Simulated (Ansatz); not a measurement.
Records of electronic-structure calculations.

## From HSE06 to G0W0: TiO2 (C2/c)

The structure is monoclinic, space group C2/c (No. 15). Conventional cell: a = 5.412 Å, b = 5.413 Å, c = 5.472 Å, α = 90.00°, β = 118.77°, γ = 90.00°. Ti has 6 O at 1.93 to 2.00 Å nearest. Nearest to O lie 3 Ti at 1.93 to 2.00 Å. Farther neighbours and most contacts between anions are not listed.

```xyz
6
Lattice="2.7060 -2.7067 0.0000 2.7060 2.7067 0.0000 -2.6335 0.0000 4.7966" Properties=species:S:1:pos:R:3 pbc="T T T"
Ti    2.0477    1.9807    1.1992
Ti    0.7309   -1.9807    3.5975
O    -0.6205   -0.6563    3.2001
O     3.3990    0.6563    1.5966
O     2.0823   -0.6563    3.9949
O     0.6963    0.6563    0.8018
```

```
method                                               : G0W0 on HSE06, plane waves, PAW; PAW set soft_1 (and 1 further level or step)
program                                              : Ansatz 0.2.0
settings of one run                                  : cutoff 420 eV, 6×6×4 k-mesh, PAW set soft 1, empty bands 258, screening cutoff 138 eV, screening contour deformation, QP bands (v2, c2)
cost                                                 : 2 runs, 4.4 min in all on 1 × NVIDIA H100 80GB HBM3 (shared by 6 runs) with 3 threads of AMD EPYC 7R13 (Zen 3), shared host (the runs of this entry)
notes                                                : In doubt: masses and optical values from hybrid runs of this build are listed as unsure (in some of the runs), which bears on the screening that GW takes from such a start. The cell and positions are those that the Materials Project relaxed with its own functionals (PBE, PBE+U or r2SCAN), kept fixed. This is not the form that TiO2 usually takes at ambient conditions.
HSE06 gap over mesh and listed points                : 3.507 eV, from k = (-0.450, 0.450, 0.000) to k = Γ
G0W0@HSE06 gap over 35 of 47 irreducible mesh points : 3.839 eV, from k = (-0.500, -0.500, 0.000) to k = Γ
GW settings                                          : 6×6×4 mesh, 258 empty bands, screening to 138 eV, PAW set soft_1 files
known limits                                         : finite bands, screening cutoff and k mesh; no spin-orbit coupling in G0W0
```

Over 35 of 47 irreducible mesh points the G0W0 gap is 3.839 eV, from k = (-0.500, -0.500, 0.000) to k = Γ. The HSE06 gap of this run on the mesh is 3.545 eV. The two states that bound the G0W0 gap lie that far apart at the start, so the correction of the gap is 3.839 − 3.545 = +0.294 eV. The valence state moves by 6.174 − 5.853 = +0.321 eV and the conduction state by 10.013 − 9.398 = +0.615 eV, on the run's own scale; how far single levels stand from their limit in bands is not shown.

## From LDA to G0W0: TiO2 (C2/c)

Symmetry: C2/c, No. 15, monoclinic system. The conventional cell has a = 5.412 Å, b = 5.413 Å, c = 5.472 Å, α = 90.00°, β = 118.77°, γ = 90.00°. Nearest to Ti lie 6 O at 1.93 to 2.00 Å. O has 3 Ti at 1.93 to 2.00 Å nearest. Farther neighbours and most contacts between anions are not listed.

```
method                                             : DFT, LDA, plane waves, PAW; PAW set soft_1 (and 1 further level or step)
program                                            : Ansatz 0.2.0
settings of one run                                : cutoff 420 eV, 6×6×6 k-mesh, smearing width 0.02 eV, PAW set soft 1
cost                                               : 2 runs, 6.6 min in all on 1 × NVIDIA H100 80GB HBM3 (shared by 6 runs) with 3 threads of AMD EPYC 7R13 (Zen 3), shared host (the runs of this entry)
notes                                              : The cell and positions are those that the Materials Project relaxed with its own functionals (PBE, PBE+U or r2SCAN), kept fixed. This is not the form that TiO2 usually takes at ambient conditions.
LDA gap over mesh and path                         : 1.938 eV, from k = (-0.450, 0.450, 0.000) to k = Γ
G0W0@LDA gap over 39 of 47 irreducible mesh points : 3.574 eV, from k = (-0.500, -0.500, 0.000) to k = Γ
GW settings                                        : 6×6×4 mesh, 556 empty bands, screening to 230 eV, PAW set soft_1 files
known limits                                       : finite bands, screening cutoff and k mesh; no spin-orbit coupling in G0W0
```

Over 39 of 47 irreducible mesh points the G0W0 gap is 3.574 eV, from k = (-0.500, -0.500, 0.000) to k = Γ. The LDA gap of this run on the mesh is 1.977 eV. The two states that bound the G0W0 gap lie that far apart at the start, so the correction of the gap is 3.574 − 1.977 = +1.597 eV. The valence state moves by 6.145 − 6.465 = −0.320 eV and the conduction state by 9.719 − 8.441 = +1.278 eV, on the run's own scale; with 115 bands the edge states move by +0.171 and +1.800 eV, so the split between the edges depends on the bands and cutoff.

[Paths, hosts, dates, memory and timing lines, banners, echoed tables and standing remarks are left out of the program output.]

[Logs are printed without paths, hosts, clocks, repeated set-up lines and the standing remarks that a program may print on its own settings, such as how far it seeks lower states.]

[Runs of the session that timed out or met a known fault of the program may be left out.]

[Cells called generated may have been cut or substituted from an entry of the Crystallography Open Database or the Materials Project.]

[Hosts, paths, dates, database ids (printed as entryN), source tags and the programs' standing remarks are cut or masked in the printed files.]
